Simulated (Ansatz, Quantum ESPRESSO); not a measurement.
# Lattice dynamics of KCl (Sylvite) in two programs, part 2 of 4

How does KCl (Sylvite) vibrate, and is this structure a minimum?

Quantum ESPRESSO 7.5; DFT PBE, scalar-relativistic, plane waves, PseudoDojo norm-conserving pseudopotentials.

So far. Step 2 (A probe with smearing): A gap of 5.2 eV opens on this mesh, so the crystal is taken as an insulator; the start stands at 0.74 GPa. Step 4 (Ground state): The cell stands at -0.001 GPa, close enough for phonons. The relaxed cell has a = 6.380 Å (conventional setting).

## (5) Linear response on the mesh

Linear response treats each wavevector in the unit cell, with no supercell; the 2×2×2 mesh fixes the range of the force constants to be had.

Input file ph.in:

```
phonons
 &inputph
    prefix='x',
    outdir='./tmp',
    fildyn='x.dyn',
    tr2_ph=1.0d-18,
    epsil=.true.,
    ldisp=.true.,
    nq1=2,
    nq2=2,
    nq3=2,
 /
```

Launch:

```
$ OMP_NUM_THREADS=1 mpirun -n 2 ph.x -nk 2 -in ph.in > ph.out
```

Numbers of over 12 decimals in the logs are rounded to 6 here.

The log of the run:

```text
[banners, grids, parts of the stress and lines that vanish by symmetry left out]
[banner, memory and clock lines left out]
Program PHONON v.7.5

     ./tmp/x.save/

     IMPORTANT: XC functional enforced from input :
     Exchange-correlation= PBE
                           (   1   4   3   4   0   0   0)
     Any further DFT definition will be discarded
     Please, verify this is what you really want

     G-vector sticks info

     Reading collected, re-writing distributed wavefunctions in ./tmp/

     Dynamical matrices for ( 2, 2, 2)  uniform grid of q-points
     (   3 q-points):
       N         xq(1)         xq(2)         xq(3)
       1   0.000000000   0.000000000   0.000000000
       2   0.500000000  -0.500000000   0.500000000
       3   0.000000000  -1.000000000   0.000000000

     Number and degeneracy of irreps per q-point
       N         xq(1)         xq(2)         xq(3)   N irreps
       1   0.000000000   0.000000000   0.000000000       2
        3   3
       2   0.500000000  -0.500000000   0.500000000       4
        1   2   1   2
       3   0.000000000  -1.000000000   0.000000000       4
        1   1   2   2

     Calculation of q =    0.0000000   0.0000000   0.0000000

     phonons

     bravais-lattice index     =            2
     lattice parameter (alat)  =      12.0565  a.u.
     unit-cell volume          =     438.1289 (a.u.)^3
     number of atoms/cell      =            2
     number of atomic types    =            2
     kinetic-energy cut-off    =      74.0000  Ry
     charge density cut-off    =     296.0000  Ry
     convergence threshold     =      1.0E-18
     beta                      =       0.7000
     number of iterations used =            4
     Exchange-correlation= PBE
                           (   1   4   3   4   0   0   0)

     celldm(1)=   12.05648  celldm(2)=    0.00000  celldm(3)=    0.00000
     celldm(4)=    0.00000  celldm(5)=    0.00000  celldm(6)=    0.00000

     crystal axes: (cart. coord. in units of alat)
               a(1) = ( -0.5000  0.0000  0.5000 )
               a(2) = (  0.0000  0.5000  0.5000 )
               a(3) = ( -0.5000  0.5000  0.0000 )

     reciprocal axes: (cart. coord. in units 2 pi/alat)
               b(1) = ( -1.0000 -1.0000  1.0000 )
               b(2) = (  1.0000  1.0000  1.0000 )
               b(3) = ( -1.0000  1.0000 -1.0000 )

     Atoms inside the unit cell:

     Cartesian axes

     site n.  atom      mass           positions (alat units)
        1  K      39.0983   tau(    1) = (    0.00000    0.00000    0.00000  )
        2  Cl     35.4500   tau(    2) = (   -0.50000    0.50000    0.50000  )

     Computing dynamical matrix for
                    q = (   0.0000000   0.0000000   0.0000000 )

     49 Sym.Ops. (with q -> -q+G )

     G cutoff = 1089.8664  (  37509 G-vectors)     FFT grid: ( 48, 48, 48)
     number of k points=    16

     PseudoPot. # 1 for K  read from file:
     ./pseudo/K.upf
     Pseudo is Norm-conserving + core correction, Zval =  9.0

     PseudoPot. # 2 for Cl read from file:
     ./pseudo/Cl.upf
     Pseudo is Norm-conserving + core correction, Zval =  7.0

     Mode symmetry, O_h (m-3m)  point group:

     Electric field:
     Dielectric constant
     Born effective charges in two ways

     Atomic displacements:
     There are    2 irreducible representations

     Representation     1      3 modes -  To be done

     Representation     2      3 modes -  To be done

     Alpha used in Ewald sum =   2.8000

     Electric Fields Calculation

      iter #   1   av.it.:   6.1
      thresh= 1.000E-02 alpha_mix =  0.700 |ddv_scf|^2 =  4.912E-08

      [... iterations left out ...]
      iter #   8   av.it.:  11.4
      thresh= 1.301E-09 alpha_mix =  0.700 |ddv_scf|^2 =  7.577E-19

     End of electric fields calculation

          Dielectric constant in cartesian axis

          (       2.284456478      -0.000000000      -0.000000000 )
          (      -0.000000000       2.284456478       0.000000000 )
          (      -0.000000000       0.000000000       2.284456478 )

          Effective charges (d Force / dE) in cartesian axis without acoustic sum rule applied (asr)

           atom    1  K     Mean Z*:        1.12957
      Ex  (        1.12957        0.00000        0.00000 )
      Ey  (       -0.00000        1.12957        0.00000 )
      Ez  (        0.00000        0.00000        1.12957 )
           atom    2  Cl    Mean Z*:       -1.13080
      Ex  (       -1.13080        0.00000        0.00000 )
      Ey  (        0.00000       -1.13080        0.00000 )
      Ez  (        0.00000        0.00000       -1.13080 )

          Effective charges Sum: Mean:       -0.00124
             -0.00124       -0.00000        0.00000
              0.00000       -0.00124        0.00000
              0.00000        0.00000       -0.00124

          Effective charges (d Force / dE) in cartesian axis with asr applied:
           atom    1  K     Mean Z*:        1.13018
      E*x (        1.13018        0.00000       -0.00000 )
      E*y (       -0.00000        1.13018        0.00000 )
      E*z (       -0.00000        0.00000        1.13018 )
           atom    2  Cl    Mean Z*:       -1.13018
      E*x (       -1.13018        0.00000        0.00000 )
      E*y (        0.00000       -1.13018        0.00000 )
      E*z (        0.00000       -0.00000       -1.13018 )

     Representation #   1 modes #   1   2   3

     Self-consistent Calculation

      iter #   1   av.it.:   6.0
      thresh= 1.000E-02 alpha_mix =  0.700 |ddv_scf|^2 =  1.831E-07

      [... iterations left out ...]
      iter #   8   av.it.:  11.8
      thresh= 1.198E-09 alpha_mix =  0.700 |ddv_scf|^2 =  7.067E-19

     End of self-consistent calculation

     Convergence has been achieved

     Representation #   2 modes #   4   5   6

     Self-consistent Calculation

      iter #   1   av.it.:   6.9
      thresh= 1.000E-02 alpha_mix =  0.700 |ddv_scf|^2 =  3.865E-07

      [... iterations left out ...]
      iter #   9   av.it.:  11.8
      thresh= 1.170E-10 alpha_mix =  0.700 |ddv_scf|^2 =  1.138E-19

     End of self-consistent calculation

     Convergence has been achieved

     Number of q in the star =    1
     List of q in the star:
          1   0.000000000   0.000000000   0.000000000

          Dielectric constant in cartesian axis

          (       2.284456478      -0.000000000      -0.000000000 )
          (      -0.000000000       2.284456478       0.000000000 )
          (      -0.000000000       0.000000000       2.284456478 )

          Effective charges (d Force / dE) in cartesian axis without acoustic sum rule applied (asr)

           atom    1  K     Mean Z*:        1.12957
      Ex  (        1.12957        0.00000        0.00000 )
      Ey  (       -0.00000        1.12957        0.00000 )
      Ez  (        0.00000        0.00000        1.12957 )
           atom    2  Cl    Mean Z*:       -1.13080
      Ex  (       -1.13080        0.00000        0.00000 )
      Ey  (        0.00000       -1.13080        0.00000 )
      Ez  (        0.00000        0.00000       -1.13080 )

          Effective charges Sum: Mean:       -0.00124
             -0.00124       -0.00000        0.00000
              0.00000       -0.00124        0.00000
              0.00000        0.00000       -0.00124

          Effective charges (d Force / dE) in cartesian axis with asr applied:
           atom    1  K     Mean Z*:        1.13018
      E*x (        1.13018        0.00000       -0.00000 )
      E*y (       -0.00000        1.13018        0.00000 )
      E*z (       -0.00000        0.00000        1.13018 )
           atom    2  Cl    Mean Z*:       -1.13018
      E*x (       -1.13018        0.00000        0.00000 )
      E*y (        0.00000       -1.13018        0.00000 )
      E*z (        0.00000       -0.00000       -1.13018 )

          Effective charges (d P / du) in cartesian axis

           atom      1K
      Px  (        1.12960       -0.00000       -0.00000 )
      Py  (       -0.00000        1.12960        0.00000 )
      Pz  (       -0.00000        0.00000        1.12960 )
           atom      2Cl
      Px  (       -1.13082       -0.00000       -0.00000 )
      Py  (       -0.00000       -1.13082        0.00000 )
      Pz  (       -0.00000        0.00000       -1.13082 )

     Diagonalizing the dynamical matrix

     q = (    0.000000000   0.000000000   0.000000000 )

 **************************************************************************
     freq (    1) =      -0.065145 [THz] =      -2.172995 [cm-1]
     freq (    2) =      -0.065145 [THz] =      -2.172995 [cm-1]
     freq (    3) =      -0.065145 [THz] =      -2.172995 [cm-1]
     freq (    4) =       3.763366 [THz] =     125.532361 [cm-1]
     freq (    5) =       3.763366 [THz] =     125.532361 [cm-1]
     freq (    6) =       3.763366 [THz] =     125.532361 [cm-1]
 **************************************************************************

     Mode symmetry, O_h (m-3m)  point group:

     freq (   1-   3) =         -2.2  [cm-1]   --> T_1u G_15  G_4- I
     freq (   4-   6) =        125.5  [cm-1]   --> T_1u G_15  G_4- I

     Calculation of q =    0.5000000  -0.5000000   0.5000000
     [... set-up and bands at k+q left out ...]

     Mode symmetry, D_3d (-3m)  point group:

     Atomic displacements:
     There are    4 irreducible representations

     Representation     1      1 modes -  To be done

     Representation     2      2 modes -  To be done

     Representation     3      1 modes -  To be done

     Representation     4      2 modes -  To be done

     Message from routine init_vloc:
     Interpolation table for Vloc re-allocated

     Alpha used in Ewald sum =   2.8000

     Representation #   1 mode #   1

     Self-consistent Calculation

      iter #   1   av.it.:   6.3
      thresh= 1.000E-02 alpha_mix =  0.700 |ddv_scf|^2 =  2.071E-05

      [... iterations left out ...]
      iter #  10   av.it.:   9.8
      thresh= 2.029E-10 alpha_mix =  0.700 |ddv_scf|^2 =  1.344E-19

     End of self-consistent calculation

     Convergence has been achieved

     Representation #   2 modes #   2   3

     Self-consistent Calculation

[...]
[... iterations left out ...]
[...]
End of self-consistent calculation

     Convergence has been achieved

     Representation #   3 mode #   4

     Self-consistent Calculation

[...]
[... iterations left out ...]
[...]
End of self-consistent calculation

     Convergence has been achieved

     Representation #   4 modes #   5   6

     Self-consistent Calculation

[...]
[... iterations left out ...]
[...]
End of self-consistent calculation

     Convergence has been achieved

     Number of q in the star =    4
     List of q in the star:
          1   0.500000000  -0.500000000   0.500000000
          2   0.500000000   0.500000000  -0.500000000
          3  -0.500000000  -0.500000000  -0.500000000
          4   0.500000000  -0.500000000  -0.500000000

     Diagonalizing the dynamical matrix

     q = (    0.500000000  -0.500000000   0.500000000 )

 **************************************************************************
     freq (    1) =       2.748325 [THz] =      91.674270 [cm-1]
     freq (    2) =       2.748325 [THz] =      91.674270 [cm-1]
     freq (    3) =       2.996428 [THz] =      99.950095 [cm-1]
     freq (    4) =       2.996428 [THz] =      99.950095 [cm-1]
     freq (    5) =       4.293816 [THz] =     143.226292 [cm-1]
     freq (    6) =       4.389431 [THz] =     146.415665 [cm-1]
 **************************************************************************

     Mode symmetry, D_3d (-3m)  point group:

     freq (   1-   2) =         91.7  [cm-1]   --> E_u  L_3'
     freq (   3-   4) =        100.0  [cm-1]   --> E_g  L_3
     freq (   5-   5) =        143.2  [cm-1]   --> A_1g L_1
     freq (   6-   6) =        146.4  [cm-1]   --> A_2u L_2'

     Calculation of q =    0.0000000  -1.0000000   0.0000000
     [... set-up and bands at k+q left out ...]

     Mode symmetry, D_4h(4/mmm) point group:

     Atomic displacements:
     There are    4 irreducible representations

     Representation     1      1 modes -  To be done

     Representation     2      1 modes -  To be done

     Representation     3      2 modes -  To be done

     Representation     4      2 modes -  To be done

     Alpha used in Ewald sum =   2.8000

     Representation #   1 mode #   1

     Self-consistent Calculation

[...]
[... iterations left out ...]
[...]
End of self-consistent calculation

     Convergence has been achieved

     Representation #   2 mode #   2

     Self-consistent Calculation

[...]
[... iterations left out ...]
[...]
End of self-consistent calculation

     Convergence has been achieved

     Representation #   3 modes #   3   4

     Self-consistent Calculation

      iter #   1   av.it.:   6.1
      thresh= 1.000E-02 alpha_mix =  0.700 |ddv_scf|^2 =  7.286E-07

      [... iterations left out ...]
      iter #   9   av.it.:  11.3
      thresh= 1.814E-10 alpha_mix =  0.700 |ddv_scf|^2 =  1.334E-19

     End of self-consistent calculation

     Convergence has been achieved

     Representation #   4 modes #   5   6

     Self-consistent Calculation

      iter #   1   av.it.:   7.0
      thresh= 1.000E-02 alpha_mix =  0.700 |ddv_scf|^2 =  1.370E-06

      [... iterations left out ...]
      iter #   9   av.it.:  10.9
      thresh= 2.783E-10 alpha_mix =  0.700 |ddv_scf|^2 =  5.887E-19

     End of self-consistent calculation

     Convergence has been achieved

     Number of q in the star =    3
     List of q in the star:
          1   0.000000000  -1.000000000   0.000000000
          2  -1.000000000   0.000000000   0.000000000
          3   0.000000000   0.000000000   1.000000000

     Diagonalizing the dynamical matrix

     q = (    0.000000000  -1.000000000   0.000000000 )

 **************************************************************************
     freq (    1) =       1.786354 [THz] =      59.586364 [cm-1]
     freq (    2) =       1.786354 [THz] =      59.586364 [cm-1]
     freq (    3) =       3.208486 [THz] =     107.023558 [cm-1]
     freq (    4) =       3.888335 [THz] =     129.700884 [cm-1]
     freq (    5) =       3.888335 [THz] =     129.700884 [cm-1]
     freq (    6) =       4.079709 [THz] =     136.084441 [cm-1]
 **************************************************************************

     Mode symmetry, D_4h(4/mmm) point group:

     freq (   1-   2) =         59.6  [cm-1]   --> E_u  X_5' M_5'
     freq (   3-   3) =        107.0  [cm-1]   --> A_2u X_4' M_4'
     freq (   4-   5) =        129.7  [cm-1]   --> E_u  X_5' M_5'
     freq (   6-   6) =        136.1  [cm-1]   --> A_2u X_4' M_4'
```

Wall time 6.9 min (2 MPI ranks of Intel Xeon Platinum 8488C (Sapphire Rapids), shared host); 14 min of CPU time.

Read from the output:

| Quantity | Value |
| --- | --- |
| miss of the charge sum rule | 0.001230 e |
| largest acoustic frequency at the zone centre before the sum rule | -2.17 cm⁻¹ |
| highest optical zone-centre mode (no LO-TO term) | 125.5 cm⁻¹ |
| lowest optical zone-centre mode | 125.5 cm⁻¹ |
| mean high-frequency dielectric constant | 2.284 |
| largest Born charge in size (third of the trace) | 1.131 e |
| lowest mode on the q mesh (acoustic ones at the zone centre apart) | 59.59 cm⁻¹ |

Frequencies (cm⁻¹) at each irreducible wavevector; negative means imaginary. Frequencies by wavevector:

```
q (fractions)  star  mode 1  mode 2  mode 3  mode 4  mode 5  mode 6
        0 0 0     1   -2.17   -2.17   -2.17   125.5   125.5   125.5
     0 0 -0.5     4   91.67   91.67   99.95   99.95   143.2   146.4
  0 -0.5 -0.5     3   59.59   59.59     107   129.7   129.7   136.1
```

Born charge (rows field, columns displacement), before the sum rule (e), principal values of the symmetric part by kind of site:

```
atom  atoms with these values    low  middle   high   mean
  K1                        1   1.13    1.13   1.13   1.13
 Cl2                        1  -1.13   -1.13  -1.13  -1.13
```

In full for K1:

```
1.13 0.00 0.00
0.00 1.13 0.00
0.00 0.00 1.13
```

High-frequency dielectric tensor:

```
2.28 0.00 0.00
0.00 2.28 0.00
0.00 0.00 2.28
```

The acoustic modes at Γ come out as far as 2.2 cm⁻¹ from zero, where they should vanish, a small numerical error; the Born charges miss their sum rule by 0.0012 e, which is good.

## (6) Force constants in real space

The dynamical matrices of the mesh are Fourier-transformed to force constants in real space, after the long-range dipole part is taken out.

Input file q2r.in:

```
 &input
    fildyn='x.dyn',
    zasr='simple',
    flfrc='x.fc',
 /
```

Launch:

```
$ q2r.x < q2r.in > q2r.out
```

The log of the run:

```text
[banners, grids, parts of the stress and lines that vanish by symmetry left out]
[banner, memory and clock lines left out]
Program Q2R v.7.5

  reading grid info from file x.dyn0

  reading force constants from file x.dyn1
 macroscopic fields = T
   2.28446  -0.00000  -0.00000
  -0.00000   2.28446   0.00000
[...]
na=            1
[...]
na=            2
[...]
0.00000  -1.13080   0.00000
   0.00000   0.00000  -1.13080
  alpha Ewald:    3.681981
  nqs=            1
 q=   0.00000000  0.00000000  0.00000000
  reading force constants from file x.dyn2
  alpha Ewald:    3.681981
  nqs=            4
 q=   0.50000000 -0.50000000  0.50000000
[...]
reading force constants from file x.dyn3
  alpha Ewald:    3.681981
  nqs=            3
[...]
q=  -1.00000000  0.00000000  0.00000000
 q=   0.00000000  0.00000000  1.00000000

      q-space grid ok, #points =    8

      fft-check success (sum of imaginary terms < 10^-12)
```

Run time: 0.76 s. Hardware: 1 thread.

## (7) Dispersion

From the force constants any wavevector is cheap; points of the mesh come back as solved, but for the sum rule and, in polar crystals, the LO-TO term at Γ; the rest is interpolation.

Input file matdyn.in:

```
 &input
    asr='simple',
    flfrc='x.fc',
    flfrq='x.freq',
    flvec='x.modes',
    q_in_band_form=.true.,
    q_in_cryst_coord=.true.,
 /
8
  0.0000000   0.0000000   0.0000000  12  ! GAMMA
  0.0000000   0.5000000   0.5000000  12  ! X
 -0.0000000   0.6250000   0.3750000   1  ! U
 -0.3750000   0.3750000  -0.0000000  12  ! K
  0.0000000   0.0000000   0.0000000  12  ! GAMMA
  0.0000000   0.5000000  -0.0000000  12  ! L
 -0.2500000   0.5000000   0.2500000  12  ! W
  0.0000000   0.5000000   0.5000000   1  ! X
```

Launch:

```
$ matdyn.x -in matdyn.in > matdyn.out
```

The log of the run:

```text
[banner, memory and clock lines left out]
Program MATDYN v.7.5

 mass for atomic type   1 not given; uses mass from file x.fc
 mass for atomic type   2 not given; uses mass from file x.fc
```

Run time: 0.82 s. Hardware: 1 thread.

Read from the output:

| Quantity | Value |
| --- | --- |
| lowest frequency on the path | 0 cm⁻¹ |

Matdyn.x, sum rule simple. Phonon branches along the path, in cm⁻¹:

```
    point  branch 1  branch 2  branch 3  branch 4  branch 5  branch 6
        Γ         0         0         0       126       126       196
  halfway        47        47        99       129       129       160
        X        60        60       107       130       130       136
  halfway        62        72       104       128       130       136
        U        70        96        97       121       130       136
jump to K        70        96        97       121       130       136
  halfway        56        73        95       107       131       170
        Γ         0         0         0       126       126       196
  halfway        56        56        81       118       118       184
        L        92        92       100       100       143       146
  halfway        83        86       112       113       135       136
        W        86        86       103       108       134       134
  halfway        69        77       101       124       132       136
        X        60        60       107       130       130       136
```

The phonon branches as a text plot (rows in cm⁻¹):

```
    192 |***                       ********
    184 |   *                     *        **
    176 |    *                   *           **
    168 |     *                 *              *
    160 |      *               *                *
    151 |       *             *
    143 |                                        ****
    135 |        * **************                    ************
    127 |********************    *********      *             ***
    119 |        ***     *** *    **      **** *            **
    110 |       *   **    *** * **            **    ********    *
    102 |      *      ***    ***              * *****    *** ***
     94 |                ***    *            *   **         *
     86 |     *             **** *              *  ********* *
     78 |               * ****              *  *            *
     70 |    *         * *    * * *        *  *              **
     61 |          ******      * *           *                 **
     53 |   *   ***             * **      * *
     45 |     **                 *       * *
     37 |  * *                    ***     *
     29 |   *                      **   **
     20 | **                        *** *
     12 | *                          **
      4 |*                             *
         Γ           X  U|K            Γ         L        W     X
```

All branches are real along the path.

(Continued in part 3 of 4.)

[Host names and launcher messages were left out of these logs when they were recorded.]

[Logs are printed without paths, hosts, clocks, repeated set-up lines and the standing remarks that a program may print on its own settings, such as how far it seeks lower states.]

[Hosts, paths, dates, database ids (printed as entryN), source tags and the programs' standing remarks are cut or masked in the printed files.]
